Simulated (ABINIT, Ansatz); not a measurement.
## LiHS (Ama2): G0W0 on several meshes in ABINIT

How does the mesh move the gap of LiHS (Ama2)?

Program: ABINIT 10.8.3. Level of theory: PBEsol and many-body steps on it, plane waves. Results are calculated unless marked as measured.

## 1. Set-up

Symmetry: Ama2, No. 40, orthorhombic system. The conventional cell has a = 6.157 Å, b = 5.618 Å, c = 5.515 Å, α = 90.00°, β = 90.00°, γ = 90.00°. Li has 4 S at 2.49 to 2.51 Å nearest. Nearest to H lie 1 S at 1.35 Å. S has 1 H at 1.35 Å and 4 Li at 2.49 to 2.51 Å nearest. Farther neighbours and most contacts between anions are not listed.

As a file:

```cif
data_structure
_symmetry_space_group_name_H-M 'Ama2'
_symmetry_Int_Tables_number 40
_cell_length_a 6.1569
_cell_length_b 5.6184
_cell_length_c 5.5148
_cell_angle_alpha 90.000
_cell_angle_beta 90.000
_cell_angle_gamma 90.000
_cell_volume 190.77
loop_
_atom_site_label
_atom_site_type_symbol
_atom_site_symmetry_multiplicity
_atom_site_Wyckoff_symbol
_atom_site_fract_x
_atom_site_fract_y
_atom_site_fract_z
_atom_site_occupancy
Li1 Li 4 a 0.50000 0.00000 0.50166 1
H1 H 4 b 0.25000 0.57480 0.55829 1
S1 S 4 b 0.75000 0.26171 0.73705 1
```

The cell and positions come from the Crystallography Open Database and are kept as given unless a step says otherwise.

## 2. Empty states on the mesh, 2×2×2 mesh, 180 bands

This step: ABINIT 10.8.3; DFT, PBEsol, plane waves, norm-conserving pseudopotentials.

The sums over transitions need many empty states on a uniform mesh; this step solves for them.

File run.abi:

```
acell 3*1.0 Angstrom
rprim 
  6.156870000000 0.000000000000 0.000000000000
  0.000000000000 2.809205000000 2.757390000000
  0.000000000000 -2.809205000000 2.757390000000
ntypat 3
znucl 3 1 16
natom 6
typat 1 1 2 2 3 3
xred 
  0.500000000000 0.501660000000 0.501660000000
  0.000000000000 0.501660000000 0.501660000000
  0.250000000000 0.133090000000 0.983490000000
  0.750000000000 0.983490000000 0.133090000000
  0.750000000000 0.998760000000 0.475340000000
  0.250000000000 0.475340000000 0.998760000000
pp_dirpath "pseudos"
pseudos "Li.upf, H.upf, S.upf"
ecut 33
ngkpt 2 2 2
nshiftk 1
shiftk 0 0 0
kptopt 1
chksymbreak 0
iscf -2
irdden 1
istwfk *1
nband 180
nbdbuf 16
tolwfr 1e-09
nstep 60
prtvol 0
indata_prefix "in"
outdata_prefix "out"
tmpdata_prefix "tmp"
```

Command:

```bash
OMP_NUM_THREADS=1 mpirun -n 4 abinit run.abi > log
```

Numbers of over 12 decimals in the logs are rounded to 6 here.

The log of the run:

```text
.Version 10.8.3 of ABINIT. v10.8.2 released Aug 2026.

 Symmetries : space group Am a 2 (# 40); Bravais oC (1-face-center ortho.)
[... echo of the input left out ...]
== DATASET  1 ==================================================================
-   mpi_nproc: 4, omp_nthreads: 1 (-1 if OMP is not activated)

--- !DatasetInfo
iteration_state: {dtset: 1, }
dimensions: {natom: 6, nkpt: 6, mband: 180, nsppol: 1, nspinor: 1, nspden: 1, mpw: 5848, }
cutoff_energies: {ecut:  33.0, pawecutdg:  -1.0, }
[...]
2.74963    2.75307    2.75634    2.78160    2.81194    2.81538    2.81813    2.82614
   2.82840    2.83531    2.84864    2.85986    2.87155    2.88528    2.88915    2.90719
   2.91113    2.92367    2.92483    2.92782
 prteigrs : prtvol=0 or 1, do not print more k-points.

== END DATASET(S) ==============================================================
================================================================================

 -outvars: echo values of variables after computation  --------
            nband         180
             nkpt           6
          spgroup          40
 [... the other variables as echoed above ...]

 Calculation completed.
```

The job ended after 1.9 min (4 MPI ranks of Arm Neoverse N1, shared host; peak memory 0.41 GiB; 7.6 min of CPU time).

This step gave:

```
gap                                                           : 3.330 eV
k of the valence top                                          : 0, 0, 0
k of the conduction bottom                                    : 0, 0, 0
least direct gap                                              : 3.330 eV
k points computed                                             : 6
lowest point of the top converged band, above the valence top : 73.3633 eV
```

On this mesh the gap is 3.330 eV.

The density comes from a self-consistent run that is not shown.

## 3. Screening, 2×2×2 mesh, 73 bands, screening to 114.3 eV

The RPA dielectric matrix is built and inverted for each q.

This step: RPA screening on PBEsol, plane waves, norm-conserving pseudopotentials.

Changes to run.abi since step 2:

```diff
@@ -24,10 +24,11 @@
 chksymbreak 0
-iscf -2
-irdden 1
 istwfk *1
-nband 180
-nbdbuf 16
-tolwfr 1e-09
-nstep 60
-prtvol 0
+occopt 1
+irdwfk 1
+optdriver 3
+nband 73
+ecuteps 4.2
+inclvkb 2
+awtr 1
+symchi 1
 indata_prefix "in"
```

The log of the run:

```text
.Version 10.8.3 of ABINIT. v10.8.2 released Aug 2026.

 Symmetries : space group Am a 2 (# 40); Bravais oC (1-face-center ortho.)
[... echo of the input left out ...]
== DATASET  1 ==================================================================
-   mpi_nproc: 4, omp_nthreads: 1 (-1 if OMP is not activated)

--- !DatasetInfo
iteration_state: {dtset: 1, }
dimensions: {natom: 6, nkpt: 6, mband: 73, nsppol: 1, nspinor: 1, nspden: 1, mpw: 5848, }
cutoff_energies: {ecut:  33.0, pawecutdg:  -1.0, }
electrons: {nelect:   2.00000000E+01, charge:   0.00000000E+00, occopt:   1.00000000E+00, tsmear:   1.00000000E-02, }

 SCREENING: Calculation of the susceptibility and dielectric matrices

 Based on a program developped by R.W. Godby, V. Olevano, G. Onida, and L. Reining.
 Incorporated in ABINIT by V. Olevano, G.-M. Rignanese, and M. Torrent.
.Using double precision arithmetic ; gwpc =  8

[... cell and pseudopotentials left out ...]
--------------------------------------------------------------------------------

 ==== K-mesh for the wavefunctions ====
 Number of points in the irreducible wedge :     6
[... list of points left out ...]
 Together with  4 symmetry operations and time-reversal symmetry
 yields     8 points in the full Brillouin Zone.

 ==== Q-mesh for the screening function ====
 Number of points in the irreducible wedge :     6
[... list of points left out ...]
 Together with  4 symmetry operations and time-reversal symmetry
 yields     8 points in the full Brillouin Zone.

 setmesh: FFT mesh size selected  =    48x   32x   32
          total number of points  =        49152

 vcoul_init : cutoff-mode = AUXILIARY_FUNCTION
 q-points for optical limit:   1
     1)      0.000010    0.000020    0.000030

- screening: taking advantage of time-reversal symmetry
- Maximum band index for partially occupied states nbvw = 10
- Remaining bands to be divided among processors   nbcw = 63
- Number of bands treated by each node ~15

 Number of electrons calculated from density =   20.0000; Expected =   20.0000
 average of density, n =  0.031071
 r_s =    1.9733
 omega_plasma =   17.0034 [eV]

 calculating chi0 at frequencies [eV] :
  1    0.000000E+00    0.000000E+00
  2    0.000000E+00    1.700343E+01

--------------------------------------------------------------------------------
  q-point number  1        q = ( 0.000000, 0.000000, 0.000000) [r.l.u.]
--------------------------------------------------------------------------------
[... chi0 elements left out ...]
 For q-point:  0.000010 0.000020 0.000030
  dielectric constant =   3.7266
  dielectric constant without local fields =   4.6170

  Average fulfillment of the sum rule on Im[epsilon] for q-point    1 :     61.62  [%]
[... wings left out ...]
  q-point number  2        q = ( 0.500000, 0.000000, 0.000000) [r.l.u.]
--------------------------------------------------------------------------------
[... chi0 elements left out ...]
  Average fulfillment of the sum rule on Im[epsilon] for q-point    2 :     70.84  [%]

 [... 4 further q-points ...]
```

Elapsed: 16 s, on 4 MPI ranks; peak memory 0.95 GiB.

This step gave:

* ε∞ with local fields, on this mesh, along the program's q direction: 3.727
* the same without local fields: 4.617
* plasma frequency: 17.00 eV
* plane waves in the screening matrix: 283

Local fields lower ε∞ by 19 %. On a Γ-centred mesh this coarse the value itself is usually too large, while a short band sum pulls it down.

## 4. 2×2×2

The self-energy is evaluated for the states that the input lists, and the levels follow from it, in one-shot runs by the linearised quasiparticle equation.

This step: G0W0 on PBEsol, plane waves, norm-conserving pseudopotentials.

Changes to run.abi since step 3:

```diff
@@ -27,8 +27,15 @@
 irdwfk 1
-optdriver 3
+optdriver 4
 nband 73
+gwcalctyp 0
+ecutsigx 33
+symsigma 1
+nkptgw 1
+kptgw 
+  0.0000000000 0.0000000000 0.0000000000
+bdgw 
+  9 12
 ecuteps 4.2
-inclvkb 2
-awtr 1
-symchi 1
+irdscr 1
+ppmodel 1
 indata_prefix "in"
```

The log of the run:

```text
.Version 10.8.3 of ABINIT. v10.8.2 released Aug 2026.

 Symmetries : space group Am a 2 (# 40); Bravais oC (1-face-center ortho.)
[... echo of the input left out ...]
== DATASET  1 ==================================================================
-   mpi_nproc: 4, omp_nthreads: 1 (-1 if OMP is not activated)

--- !DatasetInfo
iteration_state: {dtset: 1, }
dimensions: {natom: 6, nkpt: 6, mband: 73, nsppol: 1, nspinor: 1, nspden: 1, mpw: 5848, }
cutoff_energies: {ecut:  33.0, pawecutdg:  -1.0, }
electrons: {nelect:   2.00000000E+01, charge:   0.00000000E+00, occopt:   1.00000000E+00, tsmear:   1.00000000E-02, }

 SIGMA: Calculation of the GW corrections

 Based on a program developped by R.W. Godby, V. Olevano, G. Onida, and L. Reining.
 Incorporated in ABINIT by V. Olevano, G.-M. Rignanese, and M. Torrent.
.Using double precision arithmetic ; gwpc =  8

[... cell and pseudopotentials left out ...]
--------------------------------------------------------------------------------

 ==== K-mesh for the wavefunctions ====
 Number of points in the irreducible wedge :     6
[... list of points left out ...]
 Together with  4 symmetry operations and time-reversal symmetry
 yields     8 points in the full Brillouin Zone.

 ==== Q-mesh for screening function ====
 Number of points in the irreducible wedge :     6
[... list of points left out ...]
 Together with  4 symmetry operations and time-reversal symmetry
 yields     8 points in the full Brillouin Zone.

 vcoul_init : cutoff-mode = AUXILIARY_FUNCTION
 q-points for optical limit:   1
     1)      0.000010    0.000020    0.000030
 setmesh: FFT mesh size selected  =    64x   40x   40
          total number of points  =       102400

 Number of electrons calculated from density =   20.0000; Expected =   20.0000
 average of density, n =  0.031071
 r_s =    1.9733
 omega_plasma =   17.0034 [eV]

 === KS Band Gaps ===
  >>>> For spin  1
   Minimum direct gap =   3.3299 [eV], located at k-point      :   0.0000  0.0000  0.0000
   Fundamental gap    =   3.3299 [eV], Top of valence bands at :   0.0000  0.0000  0.0000
                                       Bottom of conduction at :   0.0000  0.0000  0.0000
 SIGMA fundamental parameters:
 PLASMON POLE MODEL  1
 number of plane-waves for SigmaX                 5839
 number of plane-waves for SigmaC and W            283
 number of plane-waves for wavefunctions          5839
 number of bands                                    73
 number of independent spin polarizations            1
 number of spinorial components                      1
 number of k-points in IBZ                           6
 number of q-points in IBZ                           6
 number of symmetry operations                       4
 number of k-points in BZ                            8
 number of q-points in BZ                            8
 number of frequencies for dSigma/dE                 9
 frequency step for dSigma/dE [eV]                0.25
 number of omega for Sigma on real axis              0
 max omega for Sigma on real axis  [eV]           0.00
 zcut for avoiding poles [eV]                     0.10

 EPSILON^-1 parameters (SCR file):
 dimension of the eps^-1 matrix on file            283
 dimension of the eps^-1 matrix used               283
 number of plane-waves for wavefunctions          5839
 number of bands                                    73
 number of q-points in IBZ                           6
 number of frequencies                               2
 number of real frequencies                          1
 number of imag frequencies                          1

 matrix elements of self-energy operator (all in [eV])

 Perturbative Calculation

--- !SelfEnergy_ee
iteration_state: {dtset: 1, }
kpoint     : [   0.000,    0.000,    0.000, ]
spin       : 1
KS_gap     :    3.330
QP_gap     :    5.473
Delta_QP_KS:    2.143
data: !SigmaeeData |
     Band     E0 <VxcDFT>   SigX SigC(E0)      Z dSigC/dE  Sig(E)    E-E0       E
        9  -0.707 -12.411 -15.817   2.119   0.794  -0.259 -13.434  -1.023  -1.730
       10  -0.122 -12.727 -15.736   1.898   0.797  -0.255 -13.612  -0.885  -1.007
       11   3.208  -8.834  -4.303  -3.009   0.827  -0.209  -7.575   1.258   4.466
       12   3.571  -8.614  -4.145  -2.917   0.827  -0.209  -7.330   1.285   4.856

== END DATASET(S) ==============================================================
================================================================================

 -outvars: echo values of variables after computation  --------
           etotal      0.0000000000E+00
            nband          73
             nkpt           6
          spgroup          40
 [... the other variables as echoed above ...]

 Calculation completed.
```

Run time: 6.7 s. Hardware: 4 MPI ranks; peak memory 0.76 GiB; 26 s of CPU time.

This step gave:

```
G0W0 gap on the points computed              : 5.473 eV
starting gap on the mesh                     : 3.330 eV
k of the valence top                         : 0, 0, 0
k of the conduction bottom                   : 0, 0, 0
Z at the valence top                         : 0.797
Z at the conduction bottom                   : 0.827
least direct G0W0 gap on the computed points : 5.473 eV
```

The gap on the mesh goes from 3.33 eV to 5.47 eV, a correction of +2.14 eV.

## 5. Empty states on the mesh, 1×2×2 mesh, 79 bands

This step: DFT, PBEsol, plane waves, norm-conserving pseudopotentials.

Changes to run.abi since step 4:

```diff
@@ -19,3 +19,3 @@
 ecut 33
-ngkpt 2 2 2
+ngkpt 1 2 2
 nshiftk 1
@@ -24,18 +24,10 @@
 chksymbreak 0
+iscf -2
+irdden 1
 istwfk *1
-occopt 1
-irdwfk 1
-optdriver 4
-nband 73
-gwcalctyp 0
-ecutsigx 33
-symsigma 1
-nkptgw 1
-kptgw 
-  0.0000000000 0.0000000000 0.0000000000
-bdgw 
-  9 12
-ecuteps 4.2
-irdscr 1
-ppmodel 1
+nband 79
+nbdbuf 6
+tolwfr 1e-09
+nstep 60
+prtvol 0
 indata_prefix "in"
```

The log of the run:

```text
.Version 10.8.3 of ABINIT. v10.8.2 released Aug 2026.

 Symmetries : space group Am a 2 (# 40); Bravais oC (1-face-center ortho.)
[... echo of the input left out ...]
== DATASET  1 ==================================================================
-   mpi_nproc: 4, omp_nthreads: 1 (-1 if OMP is not activated)
-    --> not optimal distribution: autoparal keyword recommended in input file <--

--- !DatasetInfo
iteration_state: {dtset: 1, }
dimensions: {natom: 6, nkpt: 3, mband: 79, nsppol: 1, nspinor: 1, nspden: 1, mpw: 5848, }
cutoff_energies: {ecut:  33.0, pawecutdg:  -1.0, }
[...]
1.19293    1.24409    1.26322    1.31366    1.32551    1.33404    1.35426    1.37694
   1.38007    1.38587    1.38865    1.39951    1.40971    1.43017    1.49448    1.49976
   1.52096    1.52705    1.52974    1.54088    1.54384    1.55826    1.56960
 prteigrs : prtvol=0 or 1, do not print more k-points.

== END DATASET(S) ==============================================================
================================================================================

 -outvars: echo values of variables after computation  --------
            nband          79
             nkpt           3
          spgroup          40
 [... the other variables as echoed above ...]

 Calculation completed.
```

Wall time 22 s (4 MPI ranks); peak memory 0.31 GiB; 88 s of CPU time.

Numbers from this step:

| Item | Value |
| --- | --- |
| gap | 3.330 eV |
| k of the valence top | 0, 0, 0 |
| k of the conduction bottom | 0, 0, 0 |
| least direct gap | 3.330 eV |
| k points computed | 3 |
| lowest point of the top converged band, above the valence top | 38.80 eV |

On this mesh the gap is 3.330 eV.

## 6. Screening, 1×2×2 mesh, 73 bands, screening to 114.3 eV

This step: RPA screening on PBEsol, plane waves, norm-conserving pseudopotentials.

Changes to run.abi since step 5:

```diff
@@ -24,10 +24,11 @@
 chksymbreak 0
-iscf -2
-irdden 1
 istwfk *1
-nband 79
-nbdbuf 6
-tolwfr 1e-09
-nstep 60
-prtvol 0
+occopt 1
+irdwfk 1
+optdriver 3
+nband 73
+ecuteps 4.2
+inclvkb 2
+awtr 1
+symchi 1
 indata_prefix "in"
```

The log of the run:

```text
.Version 10.8.3 of ABINIT. v10.8.2 released Aug 2026.

 Symmetries : space group Am a 2 (# 40); Bravais oC (1-face-center ortho.)
[... echo of the input left out ...]
== DATASET  1 ==================================================================
-   mpi_nproc: 4, omp_nthreads: 1 (-1 if OMP is not activated)

--- !DatasetInfo
iteration_state: {dtset: 1, }
dimensions: {natom: 6, nkpt: 3, mband: 73, nsppol: 1, nspinor: 1, nspden: 1, mpw: 5848, }
cutoff_energies: {ecut:  33.0, pawecutdg:  -1.0, }
electrons: {nelect:   2.00000000E+01, charge:   0.00000000E+00, occopt:   1.00000000E+00, tsmear:   1.00000000E-02, }

 SCREENING: Calculation of the susceptibility and dielectric matrices

 Based on a program developped by R.W. Godby, V. Olevano, G. Onida, and L. Reining.
 Incorporated in ABINIT by V. Olevano, G.-M. Rignanese, and M. Torrent.
.Using double precision arithmetic ; gwpc =  8

[... cell and pseudopotentials left out ...]
--------------------------------------------------------------------------------

 ==== K-mesh for the wavefunctions ====
 Number of points in the irreducible wedge :     3
[... list of points left out ...]
 Together with  4 symmetry operations and time-reversal symmetry
 yields     4 points in the full Brillouin Zone.

 ==== Q-mesh for the screening function ====
 Number of points in the irreducible wedge :     3
[... list of points left out ...]
 Together with  4 symmetry operations and time-reversal symmetry
 yields     4 points in the full Brillouin Zone.

 setmesh: FFT mesh size selected  =    48x   32x   32
          total number of points  =        49152

 vcoul_init : cutoff-mode = AUXILIARY_FUNCTION
 q-points for optical limit:   1
     1)      0.000010    0.000020    0.000030

- screening: taking advantage of time-reversal symmetry
- Maximum band index for partially occupied states nbvw = 10
- Remaining bands to be divided among processors   nbcw = 63
- Number of bands treated by each node ~15

 Number of electrons calculated from density =   20.0000; Expected =   20.0000
 average of density, n =  0.031071
 r_s =    1.9733
 omega_plasma =   17.0034 [eV]

 calculating chi0 at frequencies [eV] :
  1    0.000000E+00    0.000000E+00
  2    0.000000E+00    1.700343E+01

--------------------------------------------------------------------------------
  q-point number  1        q = ( 0.000000, 0.000000, 0.000000) [r.l.u.]
--------------------------------------------------------------------------------
[... chi0 elements left out ...]
 For q-point:  0.000010 0.000020 0.000030
  dielectric constant =   3.8701
  dielectric constant without local fields =   4.7700

  Average fulfillment of the sum rule on Im[epsilon] for q-point    1 :     61.65  [%]
[... wings left out ...]
  q-point number  2        q = ( 0.000000, 0.500000, 0.000000) [r.l.u.]
--------------------------------------------------------------------------------
[... chi0 elements left out ...]
  Average fulfillment of the sum rule on Im[epsilon] for q-point    2 :     66.47  [%]

 [... 1 further q-points ...]
```

Elapsed: 7.6 s, on 4 MPI ranks; peak memory 0.69 GiB.

Numbers from this step:

* ε∞ with local fields, on this mesh, along the program's q direction: 3.870
* the same without local fields: 4.77
* plasma frequency: 17.00 eV
* plane waves in the screening matrix: 283

(Continued in part 2 of 2.)

[Paths, hosts, dates, memory and timing lines, banners, echoed tables and standing remarks are left out of the program output.]

[Logs are printed without paths, hosts, clocks, repeated set-up lines and the standing remarks that a program may print on its own settings, such as how far it seeks lower states.]

[Runs of the session that timed out or met a known fault of the program may be left out.]

[No measured gap is set beside runs whose start may be inverted or whose files or cutoffs have a known fault.]

[Hosts, paths, dates, database ids (printed as entryN), source tags and the programs' standing remarks are cut or masked in the printed files.]

[G0W0 gaps are taken among the corrected bands and points alone; a level outside them can change the order at an edge.]

[Where Ansatz stands beside ABINIT at settings called matched, ABINIT's density can come from a denser mesh and the files from another edition; pairs whose starting gaps differed by over 0.03 eV were left out, so agreement reads better than it is.]
